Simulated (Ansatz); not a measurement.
# A hypothetical structure for Zn2Ga, part 2 of 2

This structure for Zn2Ga is made up. Its elements were placed in a known structure type with a cell scaled to their sizes. What cell does the guess relax to, and how far off was it?

Ansatz 0.2.0; DFT, PBE, plane-wave PAW, files of the set soft_1, scalar-relativistic, no spin, cell and ions relaxed at zero pressure; PAW set soft_1 (the session's first sound run).

So far: The structure; Relaxing cell and atoms. The relaxed cell has a = 6.346, c = 5.233 Å (conventional setting).

### Step 3. Electronic structure of the relaxed cell

With the geometry fixed, one more self-consistent run, with a narrower smearing and the mesh shown in its input, gives the bands, and its pressure, and its forces where symmetry allows any, show how far the geometry depends on these settings.

This step: DFT, PBE, plane-wave PAW, files of the set soft_1, scalar-relativistic, no spin, bands and density of states at the relaxed cell; PAW set soft_1 (Ansatz 0.2.0).

File input.yaml:

```yaml
crystal:
  lattice:
    - [-3.1728436727, 3.1728436727, 2.6163814328]
    - [3.1728436727, -3.1728436727, 2.6163814328]
    - [3.1728436727, 3.1728436727, -2.6163814328]
  atoms:
    - { symbol: Ga, position: [0.25, 0.25, 0.0] }
    - { symbol: Ga, position: [0.75, 0.75, 0.0] }
    - { symbol: Zn, position: [0.6425459217, 0.8574540783, 0.5] }
    - { symbol: Zn, position: [0.8574540783, 0.3574540783, 0.2149081566] }
    - { symbol: Zn, position: [0.3574540783, 0.1425459217, 0.5] }
    - { symbol: Zn, position: [0.1425459217, 0.6425459217, 0.7850918434] }
kpoints:
  mp_grid: { grid: [8, 8, 8] }
  band_path:
    path:
      - [[0.0, 0.0, 0.0], [0.0, 0.0, 0.5], [-0.5, 0.5, 0.5], [0.0, 0.0, 0.0], [0.41999838, 0.41999838, -0.41999838], [0.25, 0.25, 0.25], [0.0, 0.5, 0.0], [-0.41999838, 0.58000162, 0.41999838], [-0.5, 0.5, 0.5]]
      - [[0.0, 0.0, 0.5], [0.25, 0.25, 0.25]]
    npoints: 8
scf:
  occupations: { method: fermi_dirac, width: 0.03 }
  n_extra_bands: 10
hamiltonian:
  xc: pbe
  pseudopotentials: { kind: paw, azcp: { folder: soft_1 } }
output:
  forces: true
  stress: true
  write_bands: true
  dos: { projected: true }
  write_density: true
  write_potential: true
  elf: true
  volumetric_format: npy
```

The run is started by

```sh
$ ansatz run input.yaml --threads 4 --pin off --max-ram 10240MiB --backend cpu --events-out ev --progress --plain --runs-dir out
```

Numbers of over 12 decimals in the logs are rounded to 6 here.

Log:

```text
[...]
Crystal: 6 atoms, lattice volume = 105.356 Å³
Basis set: ecut = 420 eV, 2073 PW (Γ), exchange–correlation on 72×72×72 points (8 copies of the dense FFT grid, shifted against one another)
Bands: 47, of which v1, the nominal top of the filled ones, is band 37 counted from 1 (36 counted from 0)
Symmetry: 16 space group operations
[...]
k-points: 59 of 512
[...]
SCF iter   1: F=—  HF=-20841.653521 eV  |F-HF|=—  |Δ(HF+E_count)|=         —  Δρ=3.26e-2  dr2=1.18e0  ethr=3.10e-3  ⟨swp⟩=6.8  Hψ=12042  notcnv=0  defer=8
[...]
SCF iter   9: F=-20841.358831 eV  HF=-20841.358831 eV  |F-HF|=5.71e-10  |Δ(HF+E_count)|=   9.14e-8  Δρ=4.34e-6  dr2=1.70e-8  ethr=1.35e-10  ⟨swp⟩=14.1  Hψ=19981  notcnv=0
SCF 1 converged in 9 iterations: F = -20841.358831 eV  dr2 = 1.70e-8
[...]
NSCF: frozen V_eff on 74 k-points
SCF converged after 9 iterations
Free energy (F): -20841.358831 eV
[...]
Internal energy: -20841.349455 eV  (E = F + TS)
E sigma→0 (E₀):  -20841.354143 eV
Entropy (-TS):   -0.009376 eV (-1.563 meV/atom)
Fermi energy:    9.485588 eV
[...]
--- Forces (eV/Å), atoms counted from 1 ---
  atom   1  Ga    -0.00000000     0.00000000     0.00000000
  atom   2  Ga     0.00000000     0.00000000     0.00000000
  atom   3  Zn    -0.01776336     0.01776336    -0.00000000
  atom   4  Zn    -0.01776336    -0.01776336     0.00000000
  atom   5  Zn     0.01776336    -0.01776336     0.00000000
  atom   6  Zn     0.01776336     0.01776336     0.00000000
  max |Σ_I F_I| component: 1.39e-17 eV/Å
--- Stress (GPa, compression-positive) ---
        0.009954      -0.000000       0.000000
       -0.000000       0.009954      -0.000000
        0.000000       0.000000      -0.181639
  P = ⅓ Tr σ = -0.0539 GPa (-0.539 kbar)
--- Band table (eV; the first three rows and the last of 59) ---
  k-point 0: bands = [... 33 lower, 7.2441, 7.2441, 7.7322, 8.3794, 9.5761, 9.5761, 9.9587, 10.0916, ... 6 higher]
  k-point 1: bands = [... 33 lower, 7.3353, 7.4567, 7.6959, 8.8246, 9.0875, 10.0391, 10.0779, 10.4593, ... 6 higher]
  k-point 2: bands = [... 33 lower, 7.0294, 7.5931, 8.0230, 8.4591, 8.6040, 11.1803, 11.2303, 11.2760, ... 6 higher]
  k-point 58: bands = [... 33 lower, 4.3515, 4.8955, 5.3795, 11.4705, 12.7030, 12.7030, 12.8312, 13.4869, ... 6 higher]
```

Wall time 8.9 s (4 threads of Arm Neoverse V2, shared host); peak memory 0.64 GiB; 35 s of CPU time.

Reading the cycles: dr2 is the Hartree energy of the density residual (eV), the measure of convergence; HF is the Harris–Foulkes estimate of the energy, which meets the free energy F at convergence.

Numbers from this step:

| Property | Result |
| --- | --- |
| free energy | -20841.3588 eV |
| energy at zero smearing | -20841.3541 eV |
| smearing term TS | 0.009376 eV |
| Fermi energy | 9.486 eV |
| pressure | -0.05391 GPa |

bands.tsv at the labelled points (eV, zero at the Fermi level; the bands that come nearest the Fermi level along the path):

```tsv
point	band 33	band 34	band 35	band 36	band 37	band 38	band 39	band 40
Γ	-2.59	-2.24	-2.24	-1.75	-1.11	0.09	0.09	0.47
X	-3.38	-2.85	-1.59	-1.40	-1.35	0.02	0.13	1.23
M	-5.43	-5.13	-4.59	-4.11	1.98	3.22	3.22	3.35
Γ	-2.59	-2.24	-2.24	-1.75	-1.11	0.09	0.09	0.47
Z	-5.28	-5.28	-4.98	-2.40	0.94	1.91	1.91	3.03
P	-5.75	-5.75	0.30	0.30	1.12	1.12	1.40	1.40
N	-3.86	-3.86	-3.00	-3.00	0.49	0.49	3.40	3.40
Z1	-5.28	-5.28	-4.98	-2.40	0.94	1.91	1.91	3.03
M	-5.43	-5.13	-4.59	-4.11	1.98	3.22	3.22	3.35
X	-3.38	-2.85	-1.59	-1.40	-1.35	0.02	0.13	1.23
P	-5.75	-5.75	0.30	0.30	1.12	1.12	1.40	1.40
```

Counts of states for the cell as run, both spins, by energy window (eV from the Fermi level):

| from | to | total |
| --- | --- | --- |
| -8 | -7 | 28.74 |
| -7 | -6 | 11.90 |
| -6 | -5 | 1.53 |
| -5 | -4 | 1.56 |
| -4 | -3 | 1.70 |
| -3 | -2 | 1.96 |
| -2 | -1 | 1.95 |
| -1 | 0 | 2.15 |
| 0 | 1 | 2.04 |
| 1 | 2 | 2.16 |
| 2 | 3 | 2.37 |
| 3 | 4 | 2.51 |
| 4 | 5 | 2.70 |
| 5 | 6 | 2.74 |

Below -8 eV lie 22.5 more states.

ELF in the ab plane of the conventional cell at fractional z = 0.000, with atoms of Zn within 0.2 Å of it. It is the smooth field of the valence electrons, not physical close to the nuclei.

Values, 10 rows by 16 columns, each cell a mean:
```
0.39 0.39 0.33 0.25 0.19 0.20 0.26 0.29 0.21 0.10 0.06 0.10 0.19 0.29 0.38 0.39
0.33 0.29 0.24 0.20 0.16 0.14 0.18 0.22 0.15 0.03 0.00 0.04 0.15 0.22 0.28 0.31
0.19 0.12 0.08 0.12 0.17 0.17 0.19 0.23 0.22 0.16 0.13 0.15 0.16 0.16 0.17 0.21
0.15 0.03 0.00 0.03 0.15 0.24 0.31 0.34 0.36 0.33 0.27 0.21 0.16 0.15 0.21 0.23
0.25 0.15 0.11 0.14 0.20 0.31 0.39 0.39 0.39 0.39 0.34 0.26 0.20 0.20 0.25 0.30
0.27 0.29 0.22 0.19 0.22 0.30 0.37 0.39 0.39 0.39 0.34 0.22 0.14 0.06 0.07 0.17
0.20 0.21 0.15 0.14 0.18 0.22 0.27 0.32 0.32 0.29 0.25 0.18 0.08 0.01 0.01 0.10
0.23 0.21 0.18 0.17 0.14 0.09 0.10 0.17 0.21 0.19 0.16 0.16 0.16 0.13 0.14 0.20
0.35 0.33 0.28 0.18 0.08 0.00 0.01 0.10 0.21 0.24 0.17 0.14 0.18 0.25 0.31 0.35
0.39 0.39 0.35 0.24 0.17 0.11 0.12 0.21 0.29 0.27 0.22 0.20 0.23 0.31 0.38 0.39
```
Columns run along a (6.3 Å), rows up along b (6.3 Å), edges of the conventional cell, whose origin can differ from the input's. Atoms in or near the plane, at fractional coordinates: Zn at (0.36, 0.14), Zn at (0.86, 0.36), Zn at (0.64, 0.86), Zn at (0.14, 0.64).

Electrostatic potential energy in the ab plane of the conventional cell at fractional z = 0.000, with atoms of Zn within 0.2 Å of it. With pseudopotentials it is smooth inside the atoms' cores, unlike the true potential.

Ten even steps from '0' (-65 eV) to '9' (12 eV), each cell a mean:
```
999999999864579999
999999999730148999
999999999620048999
988899999741258999
864479999976689999
730148999999999999
620048999999999999
842368999999999999
986789999999999899
999999999999986457
999999999999962015
899999999999961004
999998889999973126
999985447999997668
999962015899999999
999961004899999999
999974236999999999
999997678998899999
```
Columns run along a (6.3 Å; values clipped at the 3rd and 97th percentile), rows up along b (6.3 Å), edges of the conventional cell, whose origin can differ from the input's. Atoms in or near the plane, at fractional coordinates: Zn at (0.36, 0.14), Zn at (0.86, 0.36), Zn at (0.64, 0.86), Zn at (0.14, 0.64).

Valence density in the ab plane of the conventional cell at fractional z = 0.000, with atoms of Zn within 0.2 Å of it. It is the smooth field of the valence electrons, not physical close to the nuclei.

Ten steps, logarithmic in the rise over the least value, from '0' (0 e/Å³) to '9' (33 e/Å³), each cell a mean:
```
000000000123310000
000000000258731000
000000000269941000
011100000147631000
124420000012210000
258841000000000000
269841000000000000
146521000000000000
112210000100000111
100000000000012431
100000000000026873
100000000000027984
000001110000014762
000013431000001221
000026973100000000
000027983100000000
000014652100000000
100001221111100000
```
Columns run along a (6.3 Å), rows up along b (6.3 Å), edges of the conventional cell, whose origin can differ from the input's. Atoms in or near the plane, at fractional coordinates: Zn at (0.36, 0.14), Zn at (0.86, 0.36), Zn at (0.64, 0.86), Zn at (0.14, 0.64).

### Step 4. Outcome

```
space group, relaxed : I4/mcm
conventional cell    : a = 6.346, b = 6.346, c = 5.233 Å; α = 90.0°, β = 90.0°, γ = 90.0°
volume per atom      : 17.56 Å³ (guess 15.46)
```

What this shows: Zn2Ga relaxes to I4/mcm with a = 6.346, b = 6.346 and c = 5.233 Å. The guessed volume was 12 % too small. The space group I4/mcm was held in the relaxation, so the end point is a stationary structure within it and may be a saddle against distortions or other arrangements. Bands cross the Fermi level, so it is a metal or semimetal at this level. On the 8×8×8 mesh with the narrower smearing (relaxed on 7×7×7) the largest force component is 0.018 eV/Å and the largest stress component is 0.182 GPa, against the relaxation's thresholds of 0.015 eV/Å and 0.05 GPa. The cutoff wasn't tested. No dispersion term is used, so weakly bound directions may come out too long. Nothing here tests whether the compound is stable against decomposition.

[Logs are printed without paths, hosts, clocks, repeated set-up lines and the standing remarks that a program may print on its own settings, such as how far it seeks lower states.]

[Hosts, paths, dates, database ids (printed as entryN), source tags and the programs' standing remarks are cut or masked in the printed files.]
